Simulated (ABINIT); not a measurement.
# A GW chain in ABINIT: LiCNO (R3m), part 2 of 3

Aim: the G0W0 gap of LiCNO (R3m) on PBEsol, step by step.

ABINIT 10.8.3; PBEsol and many-body steps on it, plane waves. Known limits of the many-body steps: not at the basis limit.

So far. Step 2 (Ground state): The gap is indirect, with the least direct gap 0.16 eV higher.

**3. Bands along the symmetry lines**

Level of this step: DFT, PBEsol, plane waves, norm-conserving pseudopotentials (ABINIT).

The cheap functional maps the bands first; the places of the edges decide which points the dearer methods must see.

run.abi reads:

```
acell 3*1.0 Angstrom
rprim 
  1.643988180588 0.949157018607 4.762053928800
  -1.643988180588 0.949157018607 4.762053928800
  -0.000000000000 -1.898314037214 4.762053928800
ntypat 4
znucl 3 6 7 8
natom 4
typat 1 2 3 4
xred 
  0.005259000000 0.005259000000 0.005259000000
  0.497462000000 0.497462000000 0.497462000000
  0.413960000000 0.413960000000 0.413960000000
  0.583333333333 0.583333333333 0.583333333333
pp_dirpath "pseudos"
pseudos "Li.upf, C.upf, N.upf, O.upf"
ecut 37
iscf -2
irdden 1
kptopt 0
nkpt 59
kpt 
  0.00000000 0.00000000 0.00000000
  0.06250000 0.06250000 0.06250000
  0.12500000 0.12500000 0.12500000
  0.18750000 0.18750000 0.18750000
  0.25000000 0.25000000 0.25000000
  0.31250000 0.31250000 0.31250000
  0.37500000 0.37500000 0.37500000
  0.43750000 0.43750000 0.43750000
  0.50000000 0.50000000 0.50000000
  0.53835607 0.46164393 0.50000000
  0.57671214 0.42328786 0.50000000
  0.61506821 0.38493179 0.50000000
  0.65342428 0.34657572 0.50000000
  0.69178035 0.30821965 0.50000000
  0.73013642 0.26986358 0.50000000
  0.76849249 0.23150751 0.50000000
  0.80684856 0.19315144 0.50000000
  0.50000000 -0.19315144 0.19315144
  0.50000000 -0.16900751 0.16900751
  0.50000000 -0.14486358 0.14486358
  0.50000000 -0.12071965 0.12071965
  0.50000000 -0.09657572 0.09657572
  0.50000000 -0.07243179 0.07243179
  0.50000000 -0.04828786 0.04828786
  0.50000000 -0.02414393 0.02414393
  0.50000000 0.00000000 0.00000000
  0.43750000 0.00000000 0.00000000
  0.37500000 0.00000000 0.00000000
  0.31250000 0.00000000 0.00000000
  0.25000000 0.00000000 0.00000000
  0.18750000 0.00000000 0.00000000
  0.12500000 0.00000000 0.00000000
  0.06250000 0.00000000 0.00000000
  0.00000000 0.00000000 0.00000000
  0.04332196 -0.04332196 0.00000000
  0.08664393 -0.08664393 0.00000000
  0.12996589 -0.12996589 0.00000000
  0.17328786 -0.17328786 0.00000000
  0.21660982 -0.21660982 0.00000000
  0.25993179 -0.25993179 0.00000000
  0.30325375 -0.30325375 0.00000000
  0.34657572 -0.34657572 0.00000000
  0.65342428 0.00000000 0.34657572
  0.63424624 0.00000000 0.36575375
  0.61506821 0.00000000 0.38493179
  0.59589017 0.00000000 0.40410982
  0.57671214 0.00000000 0.42328786
  0.55753411 0.00000000 0.44246589
  0.53835607 0.00000000 0.46164393
  0.51917803 0.00000000 0.48082196
  0.50000000 0.00000000 0.50000000
  0.43750000 0.00000000 0.43750000
  0.37500000 0.00000000 0.37500000
  0.31250000 0.00000000 0.31250000
  0.25000000 0.00000000 0.25000000
  0.18750000 0.00000000 0.18750000
  0.12500000 0.00000000 0.12500000
  0.06250000 0.00000000 0.06250000
  0.00000000 0.00000000 0.00000000
istwfk *1
nband 16
nbdbuf 2
tolwfr 1e-08
nstep 40
prtwf 0
prtvol 0
indata_prefix "in"
outdata_prefix "out"
tmpdata_prefix "tmp"
```

Command:

```bash
$ OMP_NUM_THREADS=1 mpirun -n 4 abinit run.abi > log
```

Numbers of over 12 decimals in the logs are rounded to 6 here.

The log of the run:

```text
.Version 10.8.3 of ABINIT. v10.8.2 released Aug 2026.

 Symmetries : space group R3 m (#160); Bravais hR (rhombohedral)
[... echo of the input left out ...]
== DATASET  1 ==================================================================
-   mpi_nproc: 4, omp_nthreads: 1 (-1 if OMP is not activated)

--- !DatasetInfo
iteration_state: {dtset: 1, }
dimensions: {natom: 4, nkpt: 59, mband: 16, nsppol: 1, nspinor: 1, nspden: 1, mpw: 3276, }
cutoff_energies: {ecut:  37.0, pawecutdg:  -1.0, }
electrons: {nelect:   1.80000000E+01, charge:   0.00000000E+00, occopt:   1.00000000E+00, tsmear:   1.00000000E-02, }

 Real(R)+Recip(G) space primitive vectors, cartesian coordinates (Bohr,Bohr^-1):
 R(1)=  3.1066874  1.7936468  8.9989777  G(1)=  0.1609431  0.0929206  0.0370412
 R(2)= -3.1066874  1.7936468  8.9989777  G(2)= -0.1609431  0.0929206  0.0370412
 R(3)=  0.0000000 -3.5872936  8.9989777  G(3)=  0.0000000 -0.1858411  0.0370412
 Unit cell volume ucvol=  3.0087002E+02 bohr^3
 Angles (23,13,12)=  3.74088131E+01  3.74088131E+01  3.74088131E+01 degrees

 getcut: wavevector=  0.0000  0.0000  0.0000  ngfft=  54  54  54
         ecut(hartree)=     37.000   => boxcut(ratio)=   2.03673

--- Pseudopotential description ------------------------------------------------
- Li Generated using ONCVPSP code by D. R. Hamann
-  3.00000   3.00000  180301                  znucl, zion, pspdat
12 -116133 1 -1 1944                          pspcod,pspxc,lmax,lloc,mmax
     nproj     2     2     0
  pspatm : epsatm=    2.60875052
         --- l  ekb(1:nproj) -->
             0   -4.855856   -1.482423
             1   -2.171544   -0.427615
 pspatm: atomic psp has been read  and splines computed

- C Generated using ONCVPSP code by D. R. Hamann
-  6.00000   4.00000  180301                  znucl, zion, pspdat
12 -116133 1 -1 1248                          pspcod,pspxc,lmax,lloc,mmax
     nproj     2     2     0
  pspatm : epsatm=    4.34909242
         --- l  ekb(1:nproj) -->
             0    6.468939    0.390031
[...]
pspatm: atomic psp has been read  and splines computed

- N Generated using ONCVPSP code by D. R. Hamann
-  7.00000   5.00000  180301                  znucl, zion, pspdat
12 -116133 1 -1 1058                          pspcod,pspxc,lmax,lloc,mmax
     nproj     2     2     0
  pspatm : epsatm=    5.26508482
         --- l  ekb(1:nproj) -->
[...]
pspatm: atomic psp has been read  and splines computed

- O Generated using ONCVPSP code by D. R. Hamann
-  8.00000   6.00000  180301                  znucl, zion, pspdat
12 -116133 2 -1 936                           pspcod,pspxc,lmax,lloc,mmax
     nproj     2     2     1
  pspatm : epsatm=    6.22910120
         --- l  ekb(1:nproj) -->
[...]
2   -1.335834
 pspatm: atomic psp has been read  and splines computed

[...]
Non-SCF case, kpt    3 (  0.12500  0.12500  0.12500), residuals and eigenvalues=
[...]
3.4091E-01  4.7874E-01  5.2078E-01  5.4104E-01
[...]
Non-SCF case, kpt   58 (  0.06250  0.00000  0.06250), residuals and eigenvalues=
[...]
Non-SCF case, kpt   59 (  0.00000  0.00000  0.00000), residuals and eigenvalues=
[...]
-1.5671E+00 -7.7135E-01 -5.9935E-01 -2.7050E-01 -1.4492E-01 -1.4492E-01
 -1.2350E-01 -8.3732E-03 -8.3732E-03  1.6877E-01  2.8662E-01  2.8662E-01
[...]
--- !ResultsGS
iteration_state: {dtset: 1, }
comment   : Summary of ground state results
lattice_vectors:
- [  3.1066874,   1.7936468,   8.9989777, ]
- [ -3.1066874,   1.7936468,   8.9989777, ]
- [ -0.0000000,  -3.5872936,   8.9989777, ]
lattice_lengths: [   9.68764,    9.68764,    9.68764, ]
lattice_angles: [ 37.409,  37.409,  37.409, ] # degrees, (23, 13, 12)
lattice_volume:   3.0087002E+02
convergence: {deltae:  0.000E+00, res2:  0.000E+00, residm:  9.946E-09, diffor:  0.000E+00, }
etotal    :  -4.00422964E+01
entropy   :   0.00000000E+00
fermie    :  -2.63743554E-03
cartesian_stress_tensor: null
pressure_GPa: null
xred      :
- [  5.2590E-03,   5.2590E-03,   5.2590E-03, Li]
- [  4.9746E-01,   4.9746E-01,   4.9746E-01,  C]
- [  4.1396E-01,   4.1396E-01,   4.1396E-01,  N]
- [  5.8333E-01,   5.8333E-01,   5.8333E-01,  O]
cartesian_forces: null
force_length_stats: {min: null, max: null, mean: null, }

 Integrated electronic density in atomic spheres:
 ------------------------------------------------
 Atom  Sphere_radius  Integrated_density
[...]
================================================================================

 ----iterations are completed or convergence reached----

 Mean square residual over all n,k,spin=   51.347E-10; max=  99.459E-10
 reduced coordinates (array xred) for    4 atoms
[...]
0.413960000000      0.413960000000      0.413960000000
       0.583333333333      0.583333333333      0.583333333333

 cartesian coordinates (angstrom) at end:
[...]
3     -0.000000    -0.000000     5.913900
    4     -0.000000    -0.000000     8.333594
 length scales=  1.889726125908  1.889726125908  1.889726125908 bohr
              =  1.000000000000  1.000000000000  1.000000000000 angstroms
 prteigrs : about to open file out_EIG
 Eigenvalues (hartree) for nkpt=  59  k points:
 kpt#   1, nband= 16, wtk=  1.00000, kpt=  0.0000  0.0000  0.0000 (reduced coord)
[...]
kpt#   2, nband= 16, wtk=  1.00000, kpt=  0.0625  0.0625  0.0625 (reduced coord)
[...]
kpt#   3, nband= 16, wtk=  1.00000, kpt=  0.1250  0.1250  0.1250 (reduced coord)
[...]
kpt#  58, nband= 16, wtk=  1.00000, kpt=  0.0625  0.0000  0.0625 (reduced coord)
[...]
kpt#  59, nband= 16, wtk=  1.00000, kpt=  0.0000  0.0000  0.0000 (reduced coord)
  -1.56708   -0.77135   -0.59935   -0.27050   -0.14492   -0.14492   -0.12350   -0.00837
  -0.00837    0.16877    0.28662    0.28662    0.33939    0.47962    0.51963    0.55135

== END DATASET(S) ==============================================================
================================================================================

 -outvars: echo values of variables after computation  --------
            nband          16
             nkpt          59
          spgroup         160
 [... the other variables as echoed above ...]

 Calculation completed.
```

The job ended after 22 s (4 MPI ranks of Arm Neoverse V1, shared host; peak memory 0.33 GiB).

Numbers from this step:

| Quantity | Value |
| --- | --- |
| gap | 4.664 eV |
| k of the valence top | 0.5, 0.5, 0.5 |
| k of the conduction bottom | 0, 0, 0 |
| least direct gap | 4.820 eV |

The gap is 4.664 eV, as in the run before at this level.

Electronic bands along the path, in eV, zero at the top of the highest filled band:

| point | band 6 | band 7 | band 8 | band 9 | band 10 | band 11 | band 12 | band 13 |
| --- | --- | --- | --- | --- | --- | --- | --- | --- |
| Γ | -3.87 | -3.29 | -0.16 | -0.16 | 4.66 | 7.87 | 7.87 | 9.31 |
| halfway | -3.90 | -3.64 | -0.08 | -0.08 | 4.84 | 7.78 | 7.78 | 9.50 |
| T | -3.93 | -3.93 | 0.00 | 0.00 | 5.00 | 7.68 | 7.68 | 9.95 |
| halfway | -4.24 | -3.83 | -0.83 | -0.28 | 6.17 | 7.21 | 7.55 | 10.90 |
| H2 | -5.04 | -3.48 | -1.40 | -1.05 | 6.08 | 6.40 | 10.62 | 10.96 |
| jump to H0 | -5.04 | -3.48 | -1.40 | -1.05 | 6.08 | 6.40 | 10.62 | 10.96 |
| halfway | -4.62 | -3.31 | -1.50 | -1.05 | 5.78 | 7.15 | 8.79 | 11.31 |
| L | -4.18 | -3.28 | -1.66 | -0.73 | 5.63 | 7.76 | 7.79 | 11.40 |
| halfway | -4.03 | -3.25 | -1.03 | -0.45 | 6.18 | 6.89 | 7.81 | 10.82 |
| Γ | -3.87 | -3.29 | -0.16 | -0.16 | 4.66 | 7.87 | 7.87 | 9.31 |
| halfway | -4.24 | -3.21 | -1.28 | -0.57 | 6.54 | 7.05 | 7.49 | 11.26 |
| S0 | -5.09 | -3.43 | -1.45 | -1.07 | 6.03 | 6.48 | 10.41 | 10.94 |
| jump to S2 | -5.09 | -3.43 | -1.45 | -1.07 | 6.03 | 6.48 | 10.41 | 10.94 |
| halfway | -4.61 | -3.53 | -1.72 | -0.50 | 6.05 | 6.52 | 9.53 | 11.09 |
| F | -4.35 | -3.58 | -1.82 | -0.22 | 5.95 | 6.77 | 8.74 | 11.13 |
| halfway | -4.11 | -3.38 | -1.17 | -0.20 | 6.48 | 7.05 | 7.31 | 10.65 |
| Γ | -3.87 | -3.29 | -0.16 | -0.16 | 4.66 | 7.87 | 7.87 | 9.31 |

**4. Empty states on the mesh, 4×4×4 mesh, 69 bands**

The sums over transitions need many empty states on a uniform mesh; this step solves for them.

run.abi reads:

```
acell 3*1.0 Angstrom
rprim 
  1.643988180588 0.949157018607 4.762053928800
  -1.643988180588 0.949157018607 4.762053928800
  -0.000000000000 -1.898314037214 4.762053928800
ntypat 4
znucl 3 6 7 8
natom 4
typat 1 2 3 4
xred 
  0.005259000000 0.005259000000 0.005259000000
  0.497462000000 0.497462000000 0.497462000000
  0.413960000000 0.413960000000 0.413960000000
  0.583333333333 0.583333333333 0.583333333333
pp_dirpath "pseudos"
pseudos "Li.upf, C.upf, N.upf, O.upf"
ecut 37
ngkpt 4 4 4
nshiftk 1
shiftk 0 0 0
kptopt 1
chksymbreak 0
iscf -2
irdden 1
istwfk *1
nband 69
nbdbuf 6
tolwfr 1e-09
nstep 60
prtvol 0
indata_prefix "in"
outdata_prefix "out"
tmpdata_prefix "tmp"
```

The log of the run:

```text
.Version 10.8.3 of ABINIT. v10.8.2 released Aug 2026.

 Symmetries : space group R3 m (#160); Bravais hR (rhombohedral)
[... echo of the input left out ...]
== DATASET  1 ==================================================================
-   mpi_nproc: 4, omp_nthreads: 1 (-1 if OMP is not activated)

--- !DatasetInfo
iteration_state: {dtset: 1, }
dimensions: {natom: 4, nkpt: 13, mband: 69, nsppol: 1, nspinor: 1, nspden: 1, mpw: 3276, }
cutoff_energies: {ecut:  37.0, pawecutdg:  -1.0, }
electrons: {nelect:   1.80000000E+01, charge:   0.00000000E+00, occopt:   1.00000000E+00, tsmear:   1.00000000E-02, }

 Real(R)+Recip(G) space primitive vectors, cartesian coordinates (Bohr,Bohr^-1):
 R(1)=  3.1066874  1.7936468  8.9989777  G(1)=  0.1609431  0.0929206  0.0370412
 R(2)= -3.1066874  1.7936468  8.9989777  G(2)= -0.1609431  0.0929206  0.0370412
 R(3)=  0.0000000 -3.5872936  8.9989777  G(3)=  0.0000000 -0.1858411  0.0370412
 Unit cell volume ucvol=  3.0087002E+02 bohr^3
 Angles (23,13,12)=  3.74088131E+01  3.74088131E+01  3.74088131E+01 degrees

 getcut: wavevector=  0.0000  0.0000  0.0000  ngfft=  54  54  54
         ecut(hartree)=     37.000   => boxcut(ratio)=   2.03673

--- Pseudopotential description ------------------------------------------------
- Li Generated using ONCVPSP code by D. R. Hamann
-  3.00000   3.00000  180301                  znucl, zion, pspdat
12 -116133 1 -1 1944                          pspcod,pspxc,lmax,lloc,mmax
     nproj     2     2     0
  pspatm : epsatm=    2.60875052
         --- l  ekb(1:nproj) -->
             0   -4.855856   -1.482423
             1   -2.171544   -0.427615
 pspatm: atomic psp has been read  and splines computed

- C Generated using ONCVPSP code by D. R. Hamann
-  6.00000   4.00000  180301                  znucl, zion, pspdat
12 -116133 1 -1 1248                          pspcod,pspxc,lmax,lloc,mmax
     nproj     2     2     0
  pspatm : epsatm=    4.34909242
         --- l  ekb(1:nproj) -->
             0    6.468939    0.390031
[...]
pspatm: atomic psp has been read  and splines computed

- N Generated using ONCVPSP code by D. R. Hamann
-  7.00000   5.00000  180301                  znucl, zion, pspdat
12 -116133 1 -1 1058                          pspcod,pspxc,lmax,lloc,mmax
     nproj     2     2     0
  pspatm : epsatm=    5.26508482
         --- l  ekb(1:nproj) -->
[...]
pspatm: atomic psp has been read  and splines computed

- O Generated using ONCVPSP code by D. R. Hamann
-  8.00000   6.00000  180301                  znucl, zion, pspdat
12 -116133 2 -1 936                           pspcod,pspxc,lmax,lloc,mmax
     nproj     2     2     1
  pspatm : epsatm=    6.22910120
         --- l  ekb(1:nproj) -->
[...]
2   -1.335834
 pspatm: atomic psp has been read  and splines computed

[...]
4.47E-10  3.81E-10  4.60E-10  6.95E-10  4.66E-11  3.44E-10  4.92E-10  4.16E-10
  7.31E-10  2.46E-10  6.61E-11  4.53E-10  9.36E-11  5.91E-10  6.56E-10  1.07E-10
  4.08E-10  1.37E-10  5.02E-10  1.35E-10  2.23E-10  5.32E-10  5.31E-10  5.32E-10
[...]
1.42E-08  6.49E-05  5.69E-04  3.10E-04  5.04E-04
 -1.5671E+00 -7.7135E-01 -5.9935E-01 -2.7050E-01 -1.4492E-01 -1.4492E-01
 -1.2350E-01 -8.3732E-03 -8.3732E-03  1.6877E-01  2.8662E-01  2.8662E-01
  3.3939E-01  4.7962E-01  5.1960E-01  5.5135E-01  5.5135E-01  5.8935E-01
[...]
2.0269E+00  2.0269E+00  2.0798E+00  2.0993E+00  2.1150E+00  2.1150E+00
  2.1348E+00  2.1639E+00  2.1999E+00  2.1999E+00  2.2563E+00  2.4566E+00
[...]
prteigrs : prtvol=0 or 1, do not print more k-points.

--- !ResultsGS
iteration_state: {dtset: 1, }
comment   : Summary of ground state results
lattice_vectors:
- [  3.1066874,   1.7936468,   8.9989777, ]
- [ -3.1066874,   1.7936468,   8.9989777, ]
- [ -0.0000000,  -3.5872936,   8.9989777, ]
lattice_lengths: [   9.68764,    9.68764,    9.68764, ]
lattice_angles: [ 37.409,  37.409,  37.409, ] # degrees, (23, 13, 12)
lattice_volume:   3.0087002E+02
convergence: {deltae:  0.000E+00, res2:  0.000E+00, residm:  9.964E-10, diffor:  0.000E+00, }
etotal    :  -4.00422964E+01
entropy   :   0.00000000E+00
fermie    :  -2.63743554E-03
cartesian_stress_tensor: null
pressure_GPa: null
xred      :
- [  5.2590E-03,   5.2590E-03,   5.2590E-03, Li]
- [  4.9746E-01,   4.9746E-01,   4.9746E-01,  C]
- [  4.1396E-01,   4.1396E-01,   4.1396E-01,  N]
- [  5.8333E-01,   5.8333E-01,   5.8333E-01,  O]
cartesian_forces: null
force_length_stats: {min: null, max: null, mean: null, }

 Integrated electronic density in atomic spheres:
 ------------------------------------------------
 Atom  Sphere_radius  Integrated_density
[...]
================================================================================

 ----iterations are completed or convergence reached----

 Mean square residual over all n,k,spin=   41.868E-11; max=  99.641E-11
 reduced coordinates (array xred) for    4 atoms
[...]
0.413960000000      0.413960000000      0.413960000000
       0.583333333333      0.583333333333      0.583333333333

 cartesian coordinates (angstrom) at end:
    1      0.000000    -0.000000     0.075131
    2     -0.000000     0.000000     7.106823
    3     -0.000000    -0.000000     5.913900
    4     -0.000000    -0.000000     8.333594
 length scales=  1.889726125908  1.889726125908  1.889726125908 bohr
              =  1.000000000000  1.000000000000  1.000000000000 angstroms
 prteigrs : about to open file out_EIG
 Eigenvalues (hartree) for nkpt=  13  k points:
 kpt#   1, nband= 69, wtk=  0.01563, kpt=  0.0000  0.0000  0.0000 (reduced coord)
[...]
1.91600    1.91600    1.93297    1.96744    1.97636    1.97636    2.02693    2.02693
   2.07983    2.09928    2.11503    2.11503    2.13481    2.16393    2.19994    2.19994
   2.25626    2.45663    2.45815    2.47453    2.48221
 prteigrs : prtvol=0 or 1, do not print more k-points.

== END DATASET(S) ==============================================================
================================================================================

 -outvars: echo values of variables after computation  --------
            nband          69
             nkpt          13
          spgroup         160
 [... the other variables as echoed above ...]

 Calculation completed.
```

Run time: 29 s. Hardware: 4 MPI ranks; peak memory 0.34 GiB.

This step gave:

```
gap                                                           : 4.664 eV
k of the valence top                                          : 0.5, 0.5, 0.5
k of the conduction bottom                                    : 0, 0, 0
least direct gap                                              : 4.820 eV
k points computed                                             : 13
lowest point of the top converged band, above the valence top : 58.9995 eV
```

On this mesh the gap is 4.664 eV.

[end of part 2 of 3]

[Paths, hosts, dates, memory and timing lines, banners, echoed tables and standing remarks are left out of the program output.]

[Logs are printed without paths, hosts, clocks, repeated set-up lines and the standing remarks that a program may print on its own settings, such as how far it seeks lower states.]

[Runs of the session that timed out or met a known fault of the program may be left out.]

[Hosts, paths, dates, database ids (printed as entryN), source tags and the programs' standing remarks are cut or masked in the printed files.]

[G0W0 gaps are taken among the corrected bands and points alone; a level outside them can change the order at an edge.]

[Where Ansatz stands beside ABINIT at settings called matched, ABINIT's density can come from a denser mesh and the files from another edition; pairs whose starting gaps differed by over 0.03 eV were left out, so agreement reads better than it is.]
